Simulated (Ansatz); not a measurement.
**Phonons of Cr3PdN (Pm-3m) against volume**

Does Cr3PdN (Pm-3m) expand much on heating, by its phonons?

Main program and level: Ansatz 0.2.0; DFT PBEsol, scalar-relativistic, plane waves, PAW; PAW set soft_1.

## (1) Starting point

It takes space group Pm-3m (No. 221, cubic). Conventional cell: a = 3.786 Å, b = 3.786 Å, c = 3.786 Å, α = 90.00°, β = 90.00°, γ = 90.00°. Nearest to Cr lie 2 N at 1.89 Å. Nearest to Pd lie 12 Cr at 2.68 Å. Nearest to N lie 6 Cr at 1.89 Å. Farther neighbours and most contacts between anions are not listed.

## (2) The dispersion

The cell comes from relaxations at this level that are not shown. Stability and thermal properties need the whole zone. Linear response on a 2×2×2 q mesh gives force constants as far as a supercell of that size would.

Contents of input.yaml:

```yaml
crystal:
  lattice:
    - [3.78590862, 0.0, 0.0]
    - [0.0, 3.78590862, 0.0]
    - [0.0, 0.0, 3.78590862]
  atoms:
    - { symbol: Cr, position: [0.5, 0.0, 0.5] }
    - { symbol: Cr, position: [0.0, 0.5, 0.5] }
    - { symbol: Cr, position: [0.5, 0.5, 0.0] }
    - { symbol: Pd, position: [0.0, 0.0, 0.0] }
    - { symbol: "N", position: [0.5, 0.5, 0.5] }
kpoints:
  mp_grid: { grid: [12, 12, 12] }
hamiltonian:
  xc: pbesol
  pseudopotentials: { kind: paw, azcp: { folder: soft_1 }, xc_functional: pbe }
scf:
  occupations: { method: methfessel_paxton, width: 0.2 }
output:
  eigenvalues: true
phonons:
  method: dfpt
  qmesh: [2, 2, 2]
  temperatures: { t_max: 1000, t_step: 50 }
  qpath:
    path:
      - [[0.0, 0.0, 0.0], [0.0, 0.5, 0.0], [0.5, 0.5, 0.0], [0.0, 0.0, 0.0], [0.5, 0.5, 0.5], [0.0, 0.5, 0.0]]
      - [[0.5, 0.5, 0.5], [0.5, 0.5, 0.0]]
    npoints: 10
```

Started as:

```bash
> ansatz run input.yaml --threads 4 --pin off --max-ram 10240MiB --backend cpu --events-out ev --progress --plain --runs-dir out
```

Numbers of over 12 decimals in the logs are rounded to 6 here.

Log:

```text
Engine: ansatz 0.2.0, aarch64-unknown-linux-gnu
Pseudopotentials: kind: paw
Pseudopotential: Cr, paw, valence charge 14, recommended cutoff 420 eV (normal), soft_1/Cr.paw.azcp
Pseudopotential: Pd, paw, valence charge 18, recommended cutoff 420 eV (normal), soft_1/Pd.paw.azcp
Pseudopotential: N, paw, valence charge 5, recommended cutoff 420 eV (normal), soft_1/N.paw.azcp
Functional definition: PBEsol
  exchange = pbesol_x
  correlation = pbesol_c
Crystal: 5 atoms, lattice volume = 54.264 Å³
Basis set: ecut = 420 eV, 1045 PW (Γ), exchange–correlation on 54×54×54 points (8 copies of the dense FFT grid, shifted against one another)
Bands: 39, of which v1, the nominal top of the filled ones, is band 33 counted from 1 (32 counted from 0)
Symmetry: 48 space group operations
k-points: 84 of 1728
Non-local potential: Cr, projectors of the file, l = 0: 3, l = 1: 2, l = 2: 3, l = 3: 1
Non-local potential: Pd, projectors of the file, l = 0: 2, l = 1: 2, l = 2: 2, l = 3: 1
Non-local potential: N, projectors of the file, l = 0: 2, l = 1: 2, l = 2: 1
PAW form: soft (Blöchl's): semilocal exchange-correlation on the pseudo side does not see the compensation charge
PAW frozen core: Cr, regenerated for the run's functional, and the local potential with it (the file was generated under x = pbe(κ = 0.804, μ = 0.219515), c = pbe(β = 0.066725))
PAW frozen core: Pd, regenerated for the run's functional, and the local potential with it (the file was generated under x = pbe(κ = 0.804, μ = 0.219515), c = pbe(β = 0.066725))
PAW frozen core: N, regenerated for the run's functional, and the local potential with it (the file was generated under x = pbe(κ = 0.804, μ = 0.219515), c = pbe(β = 0.066725))
PAW one-centre angular grid: Cr, 590 points (default); XC on 64 Gauss nodes
PAW one-centre angular grid: Pd, 590 points (default); XC on 64 Gauss nodes
PAW one-centre angular grid: N, 110 points (default); XC on 64 Gauss nodes
Initial density: superposition of atomic densities (chi_scale 0.1, normalization cell, long waves kept (reshape's long-wave potential 0.00 eV rms))
Initial wavefunctions: pseudopotential atomic-orbital guess
Functional: x = pbesol(κ = 0.804, μ = 0.123457), c = pbesol(β = 0.046)
SCF iter   1: F=—  HF=-17345.998837 eV  |F-HF|=—  |Δ(HF+E_count)|=         —  Δρ=3.54e-1  dr2=1.13e2  ethr=3.10e-3  ⟨swp⟩=4.0  Hψ=9639  notcnv=0
preconditioner: auto → Kerker (q_TF=auto, 2.812 Å⁻¹)  [metal: Δε(μ)=0.018 eV  Ē_g=6.005 eV  σ=0.200 eV  W_gap=0.08  n_scr=18 (ndim 8)  ℏωp=29.0 eV  f_vac=0.000  D(μ)=3.33/eV (n_scr^D=32)]
SCF iter   2: F=—  HF=-17336.357669 eV  |F-HF|=—  |Δ(HF+E_count)|=    9.64e0  S|Δr|=    0.00e0  Δρ=1.55e-1  dr2=2.39e1  ethr=3.10e-3  ⟨swp⟩=3.0  Hψ=7580  notcnv=0  defer=15
SCF iter   3: F=—  HF=-17334.400038 eV  |F-HF|=—  |Δ(HF+E_count)|=    1.96e0  S|Δr|=    0.00e0  Δρ=4.30e-2  dr2=2.08e0  ethr=3.10e-3  ⟨swp⟩=2.4  Hψ=5586  notcnv=0  defer=10
SCF iter   4: F=—  HF=-17334.191330 eV  |F-HF|=—  |Δ(HF+E_count)|=   2.09e-1  S|Δr|=    0.00e0  Δρ=1.85e-2  dr2=4.07e-1  ethr=3.10e-3  ⟨swp⟩=2.0  Hψ=4291  notcnv=0  defer=7
SCF iter   5: F=—  HF=-17334.129972 eV  |F-HF|=—  |Δ(HF+E_count)|=   6.14e-2  S|Δr|=    0.00e0  Δρ=3.51e-3  dr2=9.35e-3  ethr=6.26e-4  ⟨swp⟩=1.9  Hψ=3723  notcnv=0  defer=9
SCF iter   6: F=—  HF=-17334.129352 eV  |F-HF|=—  |Δ(HF+E_count)|=   6.21e-4  S|Δr|=    0.00e0  Δρ=1.02e-3  dr2=7.03e-4  ethr=1.44e-5  ⟨swp⟩=2.0  Hψ=4707  notcnv=0  defer=6
SCF iter   7: F=—  HF=-17334.129207 eV  |F-HF|=—  |Δ(HF+E_count)|=   1.45e-4  S|Δr|=    0.00e0  Δρ=2.39e-4  dr2=2.44e-5  ethr=1.08e-6  ⟨swp⟩=2.0  Hψ=4471  notcnv=0  defer=6
SCF iter   8: F=—  HF=-17334.129209 eV  |F-HF|=—  |Δ(HF+E_count)|=   2.25e-6  S|Δr|=    0.00e0  Δρ=1.35e-4  dr2=1.05e-5  ethr=3.75e-8  ⟨swp⟩=2.0  Hψ=5938  notcnv=0  defer=6
SCF iter   9: F=—  HF=-17334.129203 eV  |F-HF|=—  |Δ(HF+E_count)|=   5.56e-6  S|Δr|=    0.00e0  Δρ=2.38e-5  dr2=2.87e-7  ethr=1.61e-8  ⟨swp⟩=2.1  Hψ=4194  notcnv=0  defer=6
SCF iter  10: F=—  HF=-17334.129204 eV  |F-HF|=—  |Δ(HF+E_count)|=   7.02e-7  S|Δr|=    0.00e0  Δρ=8.40e-6  dr2=4.93e-8  ethr=4.41e-10  ⟨swp⟩=2.2  Hψ=4394  notcnv=0  defer=6
SCF iter  11: F=—  HF=-17334.129204 eV  |F-HF|=—  |Δ(HF+E_count)|=   4.75e-9  S|Δr|=    0.00e0  Δρ=1.76e-6  dr2=1.58e-9  ethr=7.59e-11  ⟨swp⟩=2.0  Hψ=3721  notcnv=0  defer=6
SCF iter  12: F=—  HF=-17334.129204 eV  |F-HF|=—  |Δ(HF+E_count)|=  2.95e-10  S|Δr|=    0.00e0  Δρ=7.18e-7  dr2=1.52e-10  ethr=2.43e-12  ⟨swp⟩=2.0  Hψ=6011  notcnv=0  defer=6
SCF iter  13: F=-17334.129204 eV  HF=-17334.129204 eV  |F-HF|=3.64e-12  |Δ(HF+E_count)|=  3.64e-11  S|Δr|=    0.00e0  Δρ=1.42e-7  dr2=7.64e-12  ethr=1.00e-12  ⟨swp⟩=4.3  Hψ=14932  notcnv=0
the search or the solves at the SCF's close seem to have found levels that the self-consistency loop had missed (the run counts 1). By its estimate they hold under 1e-12 electrons; where the run keeps them, the occupations were computed again with them
SCF 1 converged in 13 iterations: F = -17334.129204 eV  dr2 = 7.64e-12
  greatest PAW one-centre occupation: 1.001 electrons in one spin orbital (limit 2), on the Cr atom at site 0 (counted from 0), in its partial waves of l = 0
phonons: the bands overlap, so this run is a metal and interpolates without the dipole-dipole term. If the crystal is really an insulator or semiconductor, its LO-TO splitting is missing
NSCF: frozen V_eff on 84 k-points
NSCF: frozen V_eff on 343 k-points
DFPT response loops at q = (0, 0, 0) (fractional): preconditioner auto → Kerker (q_TF=auto, 2.812 Å⁻¹) (partly filled bands, converged f_vac=0.000); β = 1.00, the filter's whole step (`scf.mixing.beta` (0.50) is not read by the response loops under this deck's `scf.mixing.preconditioner`; to damp them name `kerker` or `kerker_dos`, under which they read `scf.mixing.beta`, and type it under 1.00, their step now; both keys bind the ground state too); Broyden in place of MSR1
NSCF: frozen V_eff on 686 k-points
DFPT response loops at q = (0, 0, -0.5) (fractional): mixed as the last ones told, above
NSCF: frozen V_eff on 686 k-points
DFPT response loops at q = (0, -0.5, -0.5) (fractional): mixed as the last ones told, above
NSCF: frozen V_eff on 686 k-points
DFPT response loops at q = (-0.5, -0.5, -0.5) (fractional): mixed as the last ones told, above
SCF converged after 13 iterations
Stability not checked: this state was not tested for a lower state beside it, because cold or Methfessel-Paxton smearing, or corrected tetrahedra, fill the levels in a way that the test cannot read (fill_not_monotonic; see scf.lower_state_search)
Free energy (F): -17334.129204 eV
Harris-Foulkes:  -17334.129204 eV  (|F-HF|=3.64e-12)
Internal energy: -17334.128697 eV  (E = F + TS)
E sigma→0 (E₀):  -17334.129077 eV
Entropy (-TS):   -0.000507 eV (-0.101 meV/atom)
Fermi energy:    19.367504 eV
--- Per-component energies (eV) ---
  E_band       = -562.189600
  E_kinetic    = 1490.510388
  E_local      = -5344.779062  (includes V_loc(G=0)·N_el)
  E_nonlocal   = 536.766408
  E_hartree    = 2350.845371
  E_xc         = -545.325573
  E_vxc        = -695.655189  (∫ρ·V_xc dr)
  E_paw        = -7438.167412  (= ΣΔE_a)
  E_vpaw       = -1250.726338  (= ΣTr[D̂ρ^β])
  E_aug_tail   = 0.003320  (compensation charges beyond the density's cutoff)
  E_ewald      = -8384.792761
  E_core_change = 0.810623  (= ΣΔE_core)
  E_smearing   = -0.000507  (= −TS)
  E_closure    = -0.000000  (closes the sum)
  Σ components = -17334.129204   (vs F -17334.129204, Δ=0.00e0)
--- Band table (eV; the first three rows and the last of 84) ---
  k-point 0: bands = [... 29 lower, 19.1553, 19.1553, 19.9977, 19.9977, 20.6478, 20.6478, 20.6478, 21.0910, ... 2 higher]
  k-point 1: bands = [... 29 lower, 19.1317, 19.1752, 19.9763, 20.0110, 20.5047, 20.5047, 20.6450, 21.0422, ... 2 higher]
  k-point 2: bands = [... 29 lower, 18.9962, 19.2342, 19.9148, 19.9473, 20.1669, 20.1669, 20.6378, 20.9022, ... 2 higher]
  k-point 83: bands = [... 29 lower, 19.3303, 19.3303, 19.3303, 19.7596, 19.7596, 19.7596, 20.6075, 20.6075, ... 2 higher]
--- Phonons (Γ-DFPT): 4 representative perturbations + reference (Σ response iterations 13) ---
  ASR residual: 6.354e-5 → 0.000e0 eV/Å²; symmetrization residual: 1.354e-6 eV/Å²
  ASR residual per site (eV/Å²): 6.35e-5 6.35e-5 6.35e-5 5.31e-5 7.31e-6
  Γ frequencies (cm⁻¹): -70.53 -70.53 -70.53 0.00 0.00 0.00 71.74 71.74 71.74 197.32 197.32 197.32 690.21 690.21 690.21
--- Phonons (arbitrary-q DFPT): 4 irreducible q on the 2×2×2 mesh ---
  q = [0.0000, 0.0000, 0.0000] (star 1, of the zone-centre solve; hermiticity 1.21e-7, symmetrization 8.99e-13): -70.53 -70.53 -70.53 -0.00 0.00 0.00 71.74 71.74 71.74 197.32 197.32 197.32 690.21 690.21 690.21
  q = [0.0000, 0.0000, -0.5000] (star 3, 9 solved perturbations in 2646 linear systems a pass and spin channel, the states on 343 of 1728 k-point pairs; hermiticity 1.41e-7, symmetrization 1.02e-12): 55.80 55.80 75.08 75.08 161.95 161.95 164.33 166.73 176.55 176.55 207.12 330.86 678.58 685.06 685.06
  q = [0.0000, -0.5000, -0.5000] (star 3, 9 solved perturbations in 2646 linear systems a pass and spin channel, the states on 343 of 1728 k-point pairs; hermiticity 1.53e-7, symmetrization 1.62e-13): -70.22 57.84 126.02 126.02 162.44 175.20 181.67 181.67 201.77 201.77 261.08 367.97 679.93 687.90 687.90
  q = [-0.5000, -0.5000, -0.5000] (star 1, 4 solved perturbations in 931 linear systems a pass and spin channel, the states on 343 of 1728 k-point pairs; hermiticity 1.42e-8, symmetrization 2.30e-12): -45.60 -45.60 -45.60 101.51 101.51 101.51 194.50 194.50 194.50 261.08 261.08 373.92 673.79 673.79 673.79
  sum rule: each row above includes the acoustic sum rule's correction from the zone centre's row sums; it moved no ω² by more than (0.58 cm⁻¹)²
  mesh force constants: q→R imaginary residual 4.79e-18; ASR residual 6.354e-5 → 0.000e0 eV/Å²; symmetrization residual 2.132e-14 eV/Å²
  interpolated dispersion: 62 rows × 15 modes
  density of states and harmonic sums: on the 16×16×16 q-mesh, interpolated from the force constants of a 2×2×2 supercell (no non-analytic term)
  largest difference from the sums on the solved wave vectors: F 1.84e-1 eV, S 2.86e-4 and C_V 1.02e-4 eV/K
  zero-point energy: 0.244074 eV/cell   skipped modes (ω ≤ 0): 81, of them read as no rigid motion or as one in doubt: 78 (3.210e-1 modes/cell left out, lowest -70.53 cm⁻¹)   left out of the sums: 2.15e-2 of the cell's modes: C_V's classical limit lies that fraction below 3 k_B per atom; for a crystal, a wire or a layer, F and S can be off by more, and a phonons.interpolated_qmesh denser along its periods is the remedy for the sampling
```

It took 9.9 min on 4 threads of Arm Neoverse V1, shared host; peak memory 2.3 GiB.

This run has no spin polarisation, although Cr can carry a moment.

This step gave:

| Item | Value |
| --- | --- |
| volume per atom | 10.85 Å³ |
| gap on the k-mesh | 0 eV |
| sum-rule residual before enforcement | 6.35e-5 eV/Å² |
| lowest frequency on the path | -70.53 cm⁻¹ |
| point group | m-3m |
| highest frequency on the path or at a solved wavevector | 690.2 cm⁻¹ |
| highest optical mode at the zone centre (no LO-TO term) | 690.2 cm⁻¹ |
| lowest optical zone-centre mode | -70.53 cm⁻¹ |
| lowest mode on the q mesh (acoustic modes at Γ apart) | -70.53 cm⁻¹ |

Frequencies (cm⁻¹) solved at each irreducible wavevector; negative means imaginary. Frequencies by wavevector, by row:

```
q in reciprocal lattice units  star  mode 1  mode 2  mode 3  mode 4  mode 13  mode 14  mode 15
                        0 0 0     1   -70.5   -70.5   -70.5       0    690.2    690.2    690.2
                     0 0 -0.5     3    55.8    55.8    75.1    75.1    678.6    685.1    685.1
                  0 -0.5 -0.5     3   -70.2    57.8     126     126    679.9    687.9    687.9
               -0.5 -0.5 -0.5     1   -45.6   -45.6   -45.6   101.5    673.8    673.8    673.8
```

Symmetry leaves 4 wavevectors to solve. The lowest mode among them, the acoustic zeros apart, lies at Γ and is imaginary, 70.5i cm⁻¹, so the energy falls along it.

## (3) Relaxing at another volume, volume ratio 0.97

The volume is scaled by 0.97 and held; symmetry leaves nothing to relax, so this is a single point. The modes can then be followed against volume.

input.yaml, the sections that differ from step 2:

```yaml
crystal:
  lattice:
    - [3.7476645041, 0.0, 0.0]
    - [0.0, 3.7476645041, 0.0]
    - [0.0, 0.0, 3.7476645041]
  atoms:
    - { symbol: Cr, position: [0.5, 0.0, 0.5] }
    - { symbol: Cr, position: [0.0, 0.5, 0.5] }
    - { symbol: Cr, position: [0.5, 0.5, 0.0] }
    - { symbol: Pd, position: [0.0, 0.0, 0.0] }
    - { symbol: "N", position: [0.5, 0.5, 0.5] }
output:
  forces: true
  stress: true
  eigenvalues: true
# kpoints, hamiltonian, scf: as in step 2
# phonons: removed
```

Log:

```text
[...]
Crystal: 5 atoms, lattice volume = 52.636 Å³
Basis set: ecut = 420 eV, 1021 PW (Γ), exchange–correlation on 54×54×54 points (8 copies of the dense FFT grid, shifted against one another)
Bands: 39, of which v1, the nominal top of the filled ones, is band 33 counted from 1 (32 counted from 0)
Symmetry: 48 space group operations
[...]
k-points: 84 of 1728
[...]
k-point 0: bands = [... 29 lower, 19.8800, 19.8800, 20.7579, 20.7579, 21.4417, 21.4417, 21.4417, 21.8957, ... 2 higher]
  k-point 1: bands = [... 29 lower, 19.8561, 19.9008, 20.7350, 20.7709, 21.2895, 21.2895, 21.4388, 21.8442, ... 2 higher]
  k-point 2: bands = [... 29 lower, 19.7154, 19.9623, 20.6691, 20.7028, 20.9319, 20.9319, 21.4314, 21.6969, ... 2 higher]
  k-point 83: bands = [... 29 lower, 20.0497, 20.0497, 20.0497, 20.5150, 20.5150, 20.5150, 21.3945, 21.3945, ... 2 higher]
[key lines of the parts left out:]
SCF converged after 10 iterations
Free energy (F): -17334.083337 eV
Fermi energy:    20.093633 eV
P = ⅓ Tr σ = 9.2993 GPa (92.993 kbar)
```

Elapsed: 3.2 s, on 4 threads; peak memory 0.45 GiB; 12 s of CPU time.

This run has no spin polarisation although its electron count is odd.

This step gave:

* pressure: 9.299 GPa
* volume per atom: 10.53 Å³

## (4) Phonons at the other volume, volume ratio 0.97

The phonons are repeated at this volume on the same k and q meshes.

Edit input.yaml of step 3 so:

```diff
@@ -19,4 +19,11 @@
 output:
-  forces: true
-  stress: true
   eigenvalues: true
+phonons:
+  method: dfpt
+  qmesh: [2, 2, 2]
+  temperatures: { t_max: 1000, t_step: 50 }
+  qpath:
+    path:
+      - [[0.0, 0.0, 0.0], [0.0, 0.5, 0.0], [0.5, 0.5, 0.0], [0.0, 0.0, 0.0], [0.5, 0.5, 0.5], [0.0, 0.5, 0.0]]
+      - [[0.5, 0.5, 0.5], [0.5, 0.5, 0.0]]
+    npoints: 10
```

Log:

```text
[...]
Crystal: 5 atoms, lattice volume = 52.636 Å³
Basis set: ecut = 420 eV, 1021 PW (Γ), exchange–correlation on 54×54×54 points (8 copies of the dense FFT grid, shifted against one another)
Bands: 39, of which v1, the nominal top of the filled ones, is band 33 counted from 1 (32 counted from 0)
Symmetry: 48 space group operations
k-points: 84 of 1728
[...]
SCF iter   1: F=—  HF=-17345.915897 eV  |F-HF|=—  |Δ(HF+E_count)|=         —  Δρ=3.55e-1  dr2=1.09e2  ethr=3.10e-3  ⟨swp⟩=4.2  Hψ=10297  notcnv=0
[...]
SCF iter  14: F=-17334.083337 eV  HF=-17334.083337 eV  |F-HF|=0.00e0  |Δ(HF+E_count)|=    0.00e0  S|Δr|=    0.00e0  Δρ=3.72e-8  dr2=4.07e-13  ethr=1.00e-12  ⟨swp⟩=5.3  Hψ=11320  notcnv=0
[...]
SCF 1 converged in 14 iterations: F = -17334.083337 eV  dr2 = 4.07e-13
[...]
NSCF: frozen V_eff on 84 k-points
[...]
SCF converged after 14 iterations
[...]
Free energy (F): -17334.083337 eV
[...]
Internal energy: -17334.083355 eV  (E = F + TS)
E sigma→0 (E₀):  -17334.083342 eV
Entropy (-TS):   0.000017 eV (0.003 meV/atom)
Fermi energy:    20.093618 eV
[...]
--- Band table (eV; the first three rows and the last of 84) ---
  k-point 0: bands = [... 29 lower, 19.8800, 19.8800, 20.7578, 20.7578, 21.4417, 21.4417, 21.4417, 21.8957, ... 2 higher]
  k-point 1: bands = [... 29 lower, 19.8561, 19.9008, 20.7350, 20.7709, 21.2895, 21.2895, 21.4388, 21.8442, ... 2 higher]
  k-point 2: bands = [... 29 lower, 19.7154, 19.9623, 20.6691, 20.7028, 20.9319, 20.9319, 21.4314, 21.6969, ... 2 higher]
  k-point 83: bands = [... 29 lower, 20.0497, 20.0497, 20.0497, 20.5150, 20.5150, 20.5150, 21.3945, 21.3945, ... 2 higher]
[...]
ASR residual: 8.965e-5 → 0.000e0 eV/Å²; symmetrization residual: 1.582e-6 eV/Å²
  ASR residual per site (eV/Å²): 4.83e-5 4.83e-5 4.83e-5 8.31e-6 8.96e-5
[...]
--- Phonons (arbitrary-q DFPT): 4 irreducible q on the 2×2×2 mesh ---
[...]
interpolated dispersion: 62 rows × 15 modes
[...]
```

Wall time 9.5 min (4 threads); peak memory 2.2 GiB.

Numbers from this step:

```yaml
sum_rule_residual_before_enforcement: 8.96e-5 eV/Å²
lowest_frequency_on_the_path: -61.82 cm⁻¹
highest_frequency_on_the_path_or_at_a_solved_wavevector: 731.9 cm⁻¹
highest_optical_mode_at_the_zone_centre_no_lo_to_term: 731.9 cm⁻¹
lowest_optical_zone_centre_mode: -61.82 cm⁻¹
lowest_mode_on_the_q_mesh_acoustic_modes_at_gamma_apart: -61.82 cm⁻¹
```

Frequencies (cm⁻¹) solved at each irreducible wavevector; negative means imaginary. Frequencies by wavevector, by row:

```
q in reciprocal lattice units  star  mode 1  mode 2  mode 3  mode 4  mode 13  mode 14  mode 15
                        0 0 0     1   -61.8   -61.8   -61.8       0    731.9    731.9    731.9
                     0 0 -0.5     3    58.1    58.1    79.5    79.5    712.4    725.8    725.8
                  0 -0.5 -0.5     3   -35.6    55.9   130.5   130.5    721.2    722.8    722.8
               -0.5 -0.5 -0.5     1     -39     -39     -39   104.3    707.9    707.9    707.9
```

The highest optical mode at the zone centre (no LO-TO term) is 731.9 cm⁻¹, +41.7 cm⁻¹ against the base run.

(Part 1 of 2 ends here.)

[Logs are printed without paths, hosts, clocks, repeated set-up lines and the standing remarks that a program may print on its own settings, such as how far it seeks lower states.]

[Hosts, paths, dates, database ids (printed as entryN), source tags and the programs' standing remarks are cut or masked in the printed files.]
